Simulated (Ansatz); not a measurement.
# How fast states decay through K2LiLuF6, part 2 of 3

A new crystal, K2LiLuF6: structure, gap and complex bands. It is built by putting F for Cl in the K2LiLuCl6 structure of space group Fm-3m, with the volume rescaled by atomic radii. The parent structure comes from the Materials Project.

Ansatz 0.2.0; r2SCAN DFT, plane waves, PAW files (the session's first sound run).

So far. Step 2 (Relaxing the new crystal): The largest force component on a free atom ends at 3.1e-4 eV/Å.

The structure was built from a prototype and need not be the compound's stable phase.

**3. Band edges**

The energy window and the wavevectors of the next steps follow from the band edges, so these are searched first, off the mesh as well.

File input.yaml:

```yaml
crystal:
  lattice:
    - [0.0, 4.1531612965, 4.1531612965]
    - [4.1531612965, 0.0, 4.1531612965]
    - [4.1531612965, 4.1531612965, 0.0]
  atoms:
    - { symbol: K, position: [0.75, 0.75, 0.75] }
    - { symbol: K, position: [0.25, 0.25, 0.25] }
    - { symbol: Li, position: [0.5, 0.5, 0.5] }
    - { symbol: Lu, position: [0.0, 0.0, 0.0] }
    - { symbol: F, position: [0.7453375316, 0.2546624684, 0.2546624684] }
    - { symbol: F, position: [0.2546624684, 0.2546624684, 0.7453375316] }
    - { symbol: F, position: [0.2546624684, 0.7453375316, 0.7453375316] }
    - { symbol: F, position: [0.2546624684, 0.7453375316, 0.2546624684] }
    - { symbol: F, position: [0.7453375316, 0.2546624684, 0.7453375316] }
    - { symbol: F, position: [0.7453375316, 0.7453375316, 0.2546624684] }
kpoints:
  mp_grid: { grid: [4, 4, 4] }
  band_path: { path: [VBM, CBM], npoints: 30 }
scf:
  occupations: { method: fixed }
hamiltonian:
  xc: r2scan
output:
  eigenvalues: true
  write_potential: true
  write_density: true
  volumetric_format: npy
  elf: true
```

Command:

```
> ansatz run input.yaml --threads 2 --pin off --max-ram 4096MiB --backend cpu --events-out ev --progress --plain --runs-dir out
```

Numbers of over 12 decimals in the logs are rounded to 6 here.

What it wrote:

```text
[...]
Crystal: 10 atoms, lattice volume = 143.274 Å³
Basis set: ecut = 500 eV, 3695 PW (Γ), exchange–correlation on 180×180×180 points (64 copies of the dense FFT grid, shifted against one another)
Bands: 54, of which v1, the nominal top of the filled ones, is band 44 counted from 1 (43 counted from 0)
Symmetry: 48 space group operations
[...]
k-points: 8 of 64
[...]
SCF iter   1: F=—  HF=-22910.686568 eV  |F-HF|=—  |Δ(HF+E_count)|=         —  Δρ=8.28e-3  dr2=8.27e-2  dr2_τ=2.09e-1  ethr=1.77e-3  ⟨swp⟩=5.1  Hψ=1383  notcnv=0  defer=45
[...]
SCF iter   7: F=-22910.831657 eV  HF=-22910.831657 eV  |F-HF|=3.45e-8  |Δ(HF+E_count)|=   2.12e-8  Δρ=8.66e-6  dr2=8.15e-8  dr2_τ=2.17e-8  ethr=1.14e-10  ⟨swp⟩=10.2  Hψ=1950  notcnv=0
SCF 1 converged in 7 iterations: F = -22910.831657 eV  dr2 = 8.15e-8
[...]
NSCF: frozen V_eff on 16 k-points
[...]
SCF converged after 7 iterations
Free energy (F): -22910.831657 eV
[...]
Internal energy: -22910.831657 eV  (E = F + TS)
E sigma→0 (E₀):  -22910.831657 eV
Fermi energy:    3.338202 eV
[...]
--- Band table (eV; the first three rows and the last of 8) ---
  k-point 0: bands = [... 40 lower, 3.0307, 3.3370, 3.3370, 3.3370, 10.1833, 11.9544, 11.9544, 11.9544, ... 6 higher]
  k-point 1: bands = [... 40 lower, 3.0499, 3.2421, 3.3367, 3.3367, 10.8635, 12.0216, 12.0216, 12.0259, ... 6 higher]
  k-point 2: bands = [... 40 lower, 3.0666, 3.1647, 3.3382, 3.3382, 12.0830, 12.0887, 12.0887, 12.1418, ... 6 higher]
  k-point 7: bands = [... 40 lower, 3.0170, 3.2253, 3.2253, 3.2780, 12.1458, 12.1458, 12.2213, 13.1125, ... 6 higher]
```

Elapsed: 16 s, on 2 threads of Arm Neoverse V2, shared host; peak memory 0.77 GiB.

This step gave:

| Property | Result |
| --- | --- |
| Fermi energy | 3.338 eV |
| gap on the k-mesh | 6.845 eV |
| gap on path | 6.839 eV, by band count; negative where bands overlap |
| direct gap on path | 6.846 eV |
| edge places on path | 0.01189, 0.3566 1/A along the path |

The electronic bands at the labelled points (eV, zero at the Fermi level (highest filled level under fixed occupations); v1 is the highest filled band, c1 the lowest empty one):

```tsv
point	v4	v3	v2	v1	c1
VBM	-0.30	-0.09	-0.04	0.01	7.64
halfway	-0.30	-0.03	-0.01	0.00	7.06
CBM	-0.31	0.00	0.00	0.00	6.85
```

Valence density in the ac plane of the cell as run, not the conventional one, at fractional y = 0.250, with atoms of K and F within 0.2 Å of it. It is the smooth field of the valence electrons, not physical close to the nuclei.

Values in e/Å³, 16 rows by 16 columns, each cell a mean:
```
 0  0  0  0  0  0  0  0  0  0  0  0  0  0  0  0
 0  0  1  1  1  0  0  0  0  0  1  1  1  0  0  0
 0  1  2  5  4  1  0  0  0  1  2  5  4  1  0  0
 0  0  2  8 11  4  1  0  0  0  3  9 10  4  1  0
 0  0  1  4  9  6  1  0  0  0  1  5  9  5  1  0
 0  0  0  1  2  3  1  0  0  0  0  1  3  2  1  0
 0  0  0  0  0  1  0  0  0  0  0  0  0  1  0  0
 0  0  0  0  0  0  0  0  0  0  0  0  0  0  0  0
 0  0  0  0  0  0  0  0  0  0  0  0  0  0  0  0
 0  1  1  2  1  0  0  0  0  0  1  1  1  0  0  0
 0  1  2  4  3  1  0  0  0  1  3  6  4  1  0  0
 0  1  2  4  4  3  1  0  0  0  2  9 11  4  1  0
 0  0  1  3  4  4  2  0  0  0  1  4  8  5  1  0
 0  0  0  1  2  2  1  0  0  0  0  1  2  2  1  0
 0  0  0  0  1  1  1  0  0  0  0  0  0  1  0  0
 0  0  0  0  0  0  0  0  0  0  0  0  0  0  0  0
```
Columns run along a (5.9 Å), rows up along c (5.9 Å). Atoms in or near the plane, at fractional coordinates: K at (0.25, 0.25), F at (0.75, 0.25), F at (0.25, 0.75), F at (0.75, 0.75).

ELF in the ac plane of the cell as run, not the conventional one, at fractional y = 0.250, with atoms of K and F within 0.2 Å of it. It is the smooth field of the valence electrons, not physical close to the nuclei.

Ten even steps from '0' (0.01) to '9' (0.87), each cell a mean:
```
0254100003531000
0488740026886100
0588884027988610
0487687106976861
0278788402887883
0037998500489985
0002677300026763
0000022000000220
1576200003541000
3899950027887400
3999995027988840
1798799206976871
0499899602787884
0059999700378885
0004798500024542
0000133100000000
```
Columns run along a (5.9 Å), rows up along c (5.9 Å). Atoms in or near the plane, at fractional coordinates: K at (0.25, 0.25), F at (0.75, 0.25), F at (0.25, 0.75), F at (0.75, 0.75).

Electrostatic potential energy in the ac plane of the cell as run, not the conventional one, at fractional y = 0.250, with atoms of K and F within 0.2 Å of it. With pseudopotentials it is smooth inside the atoms' cores, unlike the true potential.

Values in eV, 16 rows by 16 columns, each cell a mean:
```
  5   8   9  10  10   9   9   9  10  10   9   8   6   3   1   2
  3   6   4   1   7  10  10  10  10  10   4   0   5   4   2   1
  4   6 -12 -28 -21   1  11  11  11   9 -15 -28 -20   0   4   3
  6   7 -10 -34 -37 -22   6  11  11  10 -13 -35 -36 -20   5   6
  8   8   4 -21 -35 -30  -3  10  10  10   3 -24 -35 -28   0   8
  9   9   9   4 -11 -16   2  10  10  10  10   3 -13 -15   4   9
  9   8   9  10  10   9  10  10  10   9  10  10  10   9  10  10
  8   7   7   8   9  10  11  11  10  10  10  10  11  11  10  10
  7   3   1   2   5   8  10  11  11  10  10  10  11  11  10   9
  5  -3 -16 -18  -9   2   8  10  11  10   2  -3   6  11  10   9
  5  -7 -28 -36 -31 -15   2   8  10   9 -16 -30 -22   1  10   9
  7  -3 -26 -38 -38 -31  -9   5   9  10 -11 -35 -37 -21   7  10
  8   4 -12 -32 -38 -36 -18   2   8  10   4 -21 -34 -28   1  10
  9   7   2 -12 -26 -28 -16   1   7   9   9   4 -10 -12   4   9
  9   8   7   4  -3  -7  -3   3   7   8   9   8   7   6   6   8
  7   9   9   8   7   5   5   7   8   9   9   8   6   4   3   5
```
Columns run along a (5.9 Å; values clipped at the 3rd and 97th percentile), rows up along c (5.9 Å). Atoms in or near the plane, at fractional coordinates: K at (0.25, 0.25), F at (0.75, 0.25), F at (0.25, 0.75), F at (0.75, 0.75).

The searched edges give 6.84 eV, against 6.85 eV on the mesh.

**4. Complex bands**

This step: r2SCAN DFT, plane waves, PAW files; complex bands by layer matching along the plane's normal (Ansatz 0.2.0).

The same crystal is laid in a cell whose first two vectors span the (111) plane (indices of the standard conventional cell, whose axes can be ordered otherwise than in the bulk input). At fixed energy and wavevector in the plane the solver finds all kz, real and complex. A few wavevectors are listed, (0, 0) and (0, -0.1667) in units of the plane's reciprocal vectors; the slowest state needn't be among them.

File input.yaml:

```yaml
crystal:
  lattice:
    - [5.873457032, 0.0, 0.0]
    - [2.936728516, 5.086562998, 0.0]
    - [2.936728516, 1.695520999, 4.795657585]
  atoms:
    - { symbol: K, position: [0.25, 0.25, 0.25] }
    - { symbol: K, position: [0.75, 0.75, 0.75] }
    - { symbol: Li, position: [0.5, 0.5, 0.5] }
    - { symbol: Lu, position: [0.0, 0.0, 0.0] }
    - { symbol: F, position: [0.7453375316, 0.7453375316, 0.2546624684] }
    - { symbol: F, position: [0.7453375316, 0.2546624684, 0.2546624684] }
    - { symbol: F, position: [0.2546624684, 0.2546624684, 0.7453375316] }
    - { symbol: F, position: [0.2546624684, 0.7453375316, 0.2546624684] }
    - { symbol: F, position: [0.7453375316, 0.2546624684, 0.7453375316] }
    - { symbol: F, position: [0.2546624684, 0.7453375316, 0.7453375316] }
kpoints:
  mp_grid: { grid: [6, 6, 6] }
scf:
  occupations: { method: fixed }
hamiltonian:
  xc: r2scan
output:
  eigenvalues: true
  transmission:
    leads: [[0, 0]]
    kpoints: [[0.0, 0.0], [0.0, -0.1667]]
    e_range: [-1.0, 7.84]
    de: 0.15
```

What it wrote:

```text
[...]
Crystal: 10 atoms, lattice volume = 143.274 Å³
Basis set: ecut = 500 eV, 3695 PW (Γ), exchange–correlation on 180×180×180 points (64 copies of the dense FFT grid, shifted against one another)
Bands: 54, of which v1, the nominal top of the filled ones, is band 44 counted from 1 (43 counted from 0)
Symmetry: 48 space group operations
[...]
k-points: 16 of 216
[...]
SCF iter   1: F=—  HF=-22910.686549 eV  |F-HF|=—  |Δ(HF+E_count)|=         —  Δρ=8.29e-3  dr2=8.28e-2  dr2_τ=2.09e-1  ethr=1.77e-3  ⟨swp⟩=5.1  Hψ=2750  notcnv=0  defer=92
[...]
SCF iter   7: F=-22910.831537 eV  HF=-22910.831537 eV  |F-HF|=3.60e-8  |Δ(HF+E_count)|=   4.64e-8  Δρ=9.23e-6  dr2=9.21e-8  dr2_τ=2.54e-8  ethr=1.14e-10  ⟨swp⟩=10.1  Hψ=3939  notcnv=0
SCF 1 converged in 7 iterations: F = -22910.831537 eV  dr2 = 9.21e-8
[...]
transmission: 8 of 16 steps passed
transmission: 16 of 16 steps passed
SCF converged after 7 iterations
Free energy (F): -22910.831537 eV
[...]
Internal energy: -22910.831537 eV  (E = F + TS)
E sigma→0 (E₀):  -22910.831537 eV
Fermi energy:    3.344135 eV
[...]
--- Band table (eV; the first three rows and the last of 16) ---
  k-point 0: bands = [... 40 lower, 3.0307, 3.3370, 3.3370, 3.3370, 10.1833, 11.9544, 11.9544, 11.9544, ... 6 higher]
  k-point 1: bands = [... 40 lower, 3.0406, 3.2871, 3.3366, 3.3366, 10.5010, 11.9845, 11.9881, 11.9881, ... 6 higher]
  k-point 2: bands = [... 40 lower, 3.0585, 3.2014, 3.3372, 3.3372, 11.3130, 12.0551, 12.0551, 12.0781, ... 6 higher]
  k-point 15: bands = [... 40 lower, 3.0194, 3.2012, 3.2507, 3.2778, 12.1184, 12.1777, 12.2222, 12.9420, ... 6 higher]
--- Transmission ---
  basis      : 313 plane waves across, 8 finite elements along
  points     : 2, as listed
  energies   : 59 from -1.000000 to 7.700000 eV about the Fermi level, 0.150000 eV apart; the leads are filled to 3.419584 eV, and channels, transmission and decay are at 3.350000 eV
  crystal 0  : F6K2Lu1Li1, at the sites [0, 0], period 4.7957 Å: whole cells are its period
    offset         : up to 0.0000 Å between an atom of the period and one for which it stands
    channels       : 0.000000e0 a spin
    conductance    : none, the energies end too early or step too widely for 300 K: set another output.transmission.e_range or a lower de, or, where they end at an eighth of basis.ecutwfc, a higher one
    slowest decay  : 0.5585 /Å at (0.0000, 0.0000)
```

Elapsed: 84 s, on 2 threads; peak memory 1.3 GiB; 2.4 min of CPU time.

This step gave:

| Property | Result |
| --- | --- |
| free energy | -22910.8315 eV |
| Fermi energy | 3.344 eV |
| gap on the k-mesh | 6.839 eV |
| level to which the leads are filled | 3.420 eV from the Fermi level |
| decay constant at the filling level, zone centre | 0.5585 Å⁻¹ |
| decay constant at the filling level, slowest listed point | 0.5585 Å⁻¹ |

K parallel (0, 0); values up to 1.5 1/Å, a degenerate pair printed once or twice; energies at which all values exceed this have no row. The Im kz of the slowest decaying states by energy, zero at the highest filled level on the SCF mesh:

```tsv
energy (eV)	decay 1 (Å⁻¹)	decay 2 (Å⁻¹)	decay 3 (Å⁻¹)	decay 4 (Å⁻¹)
-1.000	0.179	0.202	0.469	0.584
-0.550	0.500	0.505	0.620	0.667
0.050	0.204	0.507	0.611	0.684
0.500	0.445	0.660	0.743	0.804
0.950	0.514	0.708	0.787	0.827
1.550	0.556	0.745	0.824	0.849
2.000	0.570	0.762	0.841	0.858
2.450	0.574	0.772	0.852	0.864
3.050	0.567	0.778	0.859	0.866
3.500	0.553	0.778	0.859	0.863
3.950	0.533	0.774	0.855	0.856
4.550	0.496	0.762	0.842	0.845
5.000	0.458	0.749	0.827	0.833
5.450	0.410	0.733	0.807	0.819
6.050	0.321	0.703	0.771	0.795
6.500	0.216	0.675	0.735	0.775
6.950	0.639	0.690	0.755	0.853
7.550	0.578	0.610	0.725	1.04
```

K parallel (0, -0.1667); values up to 1.5 1/Å, a degenerate pair printed once or twice; energies at which all values exceed this have no row. The Im kz of the slowest decaying states by energy, zero at the highest filled level on the SCF mesh:

```tsv
energy (eV)	decay 1 (Å⁻¹)	decay 2 (Å⁻¹)	decay 3 (Å⁻¹)	decay 4 (Å⁻¹)
-1.00	0.199	0.272	0.287	0.507
-0.55	0.505	0.512	0.581	0.636
-0.10	0.372	0.488	0.602	0.628
0.05	0.230	0.442	0.466	0.624
0.35	0.443	0.617	0.629	0.762
0.80	0.539	0.696	0.707	0.807
1.10	0.570	0.723	0.744	0.814
1.55	0.597	0.750	0.783	0.822
2.00	0.610	0.769	0.806	0.829
2.45	0.613	0.780	0.819	0.833
2.90	0.609	0.786	0.826	0.833
3.35	0.598	0.788	0.827	0.830
3.80	0.581	0.786	0.824	0.824
4.25	0.558	0.780	0.814	0.818
4.70	0.528	0.771	0.801	0.807
5.15	0.490	0.758	0.784	0.794
5.60	0.442	0.740	0.764	0.777
5.90	0.403	0.726	0.748	0.763
6.35	0.329	0.701	0.720	0.739
6.80	0.218	0.670	0.687	0.710
7.25	0.632	0.646	0.669	0.675
7.70	0.581	0.592	0.606	0.626
```

At the listed wavevectors the last open channel is at -0.10 eV and the next at +6.95 eV on the grid. At +3.35 eV, the grid energy nearest the filling level (the middle of the gap on the SCF mesh), the slowest state at the listed wavevectors decays with κ = 0.558 Å⁻¹, its amplitude falling by e over 1.8 Å. Through 1 nm of this crystal that state's transmission falls by exp(−2 × 0.558 Å⁻¹ × 10 Å) = 1.4e-5.

**5. Decay over the two-dimensional zone**

The listed points could miss the slowest state, so one energy near mid-gap is solved on a mesh of 6×6.

input.yaml, as its differences from that of step 4:

```diff
@@ -24,6 +24,2 @@
   eigenvalues: true
-  transmission:
-    leads: [[0, 0]]
-    kpoints: [[0.0, 0.0], [0.0, -0.1667]]
-    e_range: [-1.0, 7.84]
-    de: 0.15
+  transmission: { leads: [[0, 0]], kmesh: [6, 6], e_range: [3.42, 3.43], de: 0.05 }
```

What it wrote:

```text
[...]
Crystal: 10 atoms, lattice volume = 143.274 Å³
Basis set: ecut = 500 eV, 3695 PW (Γ), exchange–correlation on 180×180×180 points (64 copies of the dense FFT grid, shifted against one another)
Bands: 54, of which v1, the nominal top of the filled ones, is band 44 counted from 1 (43 counted from 0)
Symmetry: 48 space group operations
[...]
k-points: 16 of 216
[...]
SCF iter   1: F=—  HF=-22910.686549 eV  |F-HF|=—  |Δ(HF+E_count)|=         —  Δρ=8.29e-3  dr2=8.28e-2  dr2_τ=2.09e-1  ethr=1.77e-3  ⟨swp⟩=5.1  Hψ=2750  notcnv=0  defer=92
[...]
SCF iter   7: F=-22910.831537 eV  HF=-22910.831537 eV  |F-HF|=3.60e-8  |Δ(HF+E_count)|=   4.64e-8  Δρ=9.23e-6  dr2=9.21e-8  dr2_τ=2.54e-8  ethr=1.14e-10  ⟨swp⟩=10.1  Hψ=3939  notcnv=0
SCF 1 converged in 7 iterations: F = -22910.831537 eV  dr2 = 9.21e-8
[...]
transmission: 24 of 56 steps passed
transmission: 48 of 56 steps passed
transmission: 56 of 56 steps passed
SCF converged after 7 iterations
Free energy (F): -22910.831537 eV
[...]
Internal energy: -22910.831537 eV  (E = F + TS)
E sigma→0 (E₀):  -22910.831537 eV
Fermi energy:    3.344135 eV
[...]
--- Band table (eV; the first three rows and the last of 16) ---
  k-point 0: bands = [... 40 lower, 3.0307, 3.3370, 3.3370, 3.3370, 10.1833, 11.9544, 11.9544, 11.9544, ... 6 higher]
  k-point 1: bands = [... 40 lower, 3.0406, 3.2871, 3.3366, 3.3366, 10.5010, 11.9845, 11.9881, 11.9881, ... 6 higher]
  k-point 2: bands = [... 40 lower, 3.0585, 3.2014, 3.3372, 3.3372, 11.3130, 12.0551, 12.0551, 12.0781, ... 6 higher]
  k-point 15: bands = [... 40 lower, 3.0194, 3.2012, 3.2507, 3.2778, 12.1184, 12.1777, 12.2222, 12.9420, ... 6 higher]
--- Transmission ---
  basis      : 313 plane waves across, 8 finite elements along
  points     : 7, standing for a mesh of 6 x 6
  energies   : 1 from 3.420000 to 3.420000 eV about the Fermi level; the leads are filled to 3.419584 eV, and channels, transmission and decay are at 3.420000 eV
[...]
channels       : 0.000000e0 a spin
    conductance    : none, crystal 0 has no channel at the energies, or these end too early or step too widely for 300 K: set another output.transmission.e_range or a lower de, or, where they end at an eighth of basis.ecutwfc, a higher one
    slowest decay  : 0.5562 /Å at (0.0000, 0.0000)
```

It took 28 s on 2 threads; peak memory 1.4 GiB.

This step gave:

* least decay constant on the mesh: 0.5562 Å⁻¹

Slowest decay constant (1/Å; 0 where a channel is open) over k1 and k2. At 3.4200 eV from the Fermi level.

Values, 6 rows by 6 columns:
```
0.813 0.834 0.813 0.711 0.682 0.711
0.813 0.813 0.682 0.596 0.596 0.682
0.745 0.711 0.596 0.556 0.596 0.711
0.813 0.682 0.596 0.596 0.682 0.813
0.813 0.711 0.682 0.711 0.813 0.834
0.745 0.813 0.813 0.745 0.813 0.813
```
Columns: k1 (b1) from -0.5 to 0.333; rows upwards: k2 (b2) from -0.5 to 0.333.

The least value on the mesh is 0.556 Å⁻¹ at +3.42 eV. At that energy the listed points give about 0.556 Å⁻¹ by interpolation, so the mesh holds no clearly slower state.

**6. Band edges at another level, cutoff 420 eV**

This step: LDA DFT, plane waves, PAW files (Ansatz 0.2.0).

The edges again with LDA, at the same atoms. Against that run the cutoff is 420 eV against 500.

File input.yaml:

```yaml
crystal:
  lattice:
    - [0.0, 4.1531612965, 4.1531612965]
    - [4.1531612965, 0.0, 4.1531612965]
    - [4.1531612965, 4.1531612965, 0.0]
  atoms:
    - { symbol: K, position: [0.75, 0.75, 0.75] }
    - { symbol: K, position: [0.25, 0.25, 0.25] }
    - { symbol: Li, position: [0.5, 0.5, 0.5] }
    - { symbol: Lu, position: [0.0, 0.0, 0.0] }
    - { symbol: F, position: [0.7453375316, 0.2546624684, 0.2546624684] }
    - { symbol: F, position: [0.2546624684, 0.2546624684, 0.7453375316] }
    - { symbol: F, position: [0.2546624684, 0.7453375316, 0.7453375316] }
    - { symbol: F, position: [0.2546624684, 0.7453375316, 0.2546624684] }
    - { symbol: F, position: [0.7453375316, 0.2546624684, 0.7453375316] }
    - { symbol: F, position: [0.7453375316, 0.7453375316, 0.2546624684] }
kpoints:
  mp_grid: { grid: [4, 4, 4] }
  band_path: { path: [VBM, CBM], npoints: 30 }
scf:
  occupations: { method: fixed }
hamiltonian:
  xc: lda
output:
  eigenvalues: true
```

What it wrote:

```text
[...]
Crystal: 10 atoms, lattice volume = 143.274 Å³
Basis set: ecut = 420 eV, 2741 PW (Γ)
Bands: 54, of which v1, the nominal top of the filled ones, is band 44 counted from 1 (43 counted from 0)
Symmetry: 48 space group operations
[...]
k-points: 8 of 64
[...]
SCF iter   1: F=—  HF=-22466.648702 eV  |F-HF|=—  |Δ(HF+E_count)|=         —  Δρ=1.91e-2  dr2=3.85e-1  ethr=1.77e-3  ⟨swp⟩=4.8  Hψ=1408  notcnv=0  defer=44
[...]
SCF iter   8: F=-22466.536930 eV  HF=-22466.536930 eV  |F-HF|=1.43e-8  |Δ(HF+E_count)|=   2.73e-8  Δρ=2.06e-6  dr2=1.29e-8  ethr=1.14e-10  ⟨swp⟩=11.9  Hψ=1964  notcnv=0
SCF 1 converged in 8 iterations: F = -22466.536930 eV  dr2 = 1.29e-8
[...]
SCF converged after 8 iterations
Free energy (F): -22466.536930 eV
[...]
Internal energy: -22466.536930 eV  (E = F + TS)
E sigma→0 (E₀):  -22466.536930 eV
Fermi energy:    3.221636 eV
[...]
--- Band table (eV; the first three rows and the last of 8) ---
  k-point 0: bands = [... 40 lower, 2.8666, 3.2204, 3.2204, 3.2204, 9.1538, 11.1648, 11.1648, 11.1648, ... 6 higher]
  k-point 1: bands = [... 40 lower, 2.9004, 3.0888, 3.2195, 3.2195, 9.8384, 11.2327, 11.2363, 11.2363, ... 6 higher]
  k-point 2: bands = [... 40 lower, 2.9256, 2.9859, 3.2216, 3.2216, 11.0478, 11.3075, 11.3075, 11.3538, ... 6 higher]
  k-point 7: bands = [... 40 lower, 2.8446, 3.0677, 3.0677, 3.1394, 11.3596, 11.3596, 11.4527, 12.1060, ... 6 higher]
```

It took 10 s on 2 threads; peak memory 0.42 GiB.

Numbers from this step:

| Quantity | Value |
| --- | --- |
| free energy | -22466.5369 eV |
| Fermi energy | 3.222 eV |
| gap on the k-mesh | 5.932 eV |
| gap on path | 5.925 eV, by band count; negative where bands overlap |
| direct gap on path | 5.933 eV |

Electronic bands along the path, in eV, zero at the Fermi level (highest filled level under fixed occupations); v1 is the highest filled band, c1 the lowest empty one:

```tsv
point	v4	v3	v2	v1	c1	c2	c3	c4
VBM	-0.34	-0.12	-0.05	0.01	6.74	8.02	8.03	8.04
halfway	-0.35	-0.04	-0.01	0.00	6.15	7.96	7.96	7.97
CBM	-0.35	0.00	0.00	0.00	5.93	7.94	7.94	7.94
```

The searched edges give 5.92 eV, against 5.93 eV on the mesh.

[end of part 2 of 3]

[Logs are printed without paths, hosts, clocks, repeated set-up lines and the standing remarks that a program may print on its own settings, such as how far it seeks lower states.]

[Hosts, paths, dates, database ids (printed as entryN), source tags and the programs' standing remarks are cut or masked in the printed files.]

[New means built here by substitution; the compound itself may be known and measured.]
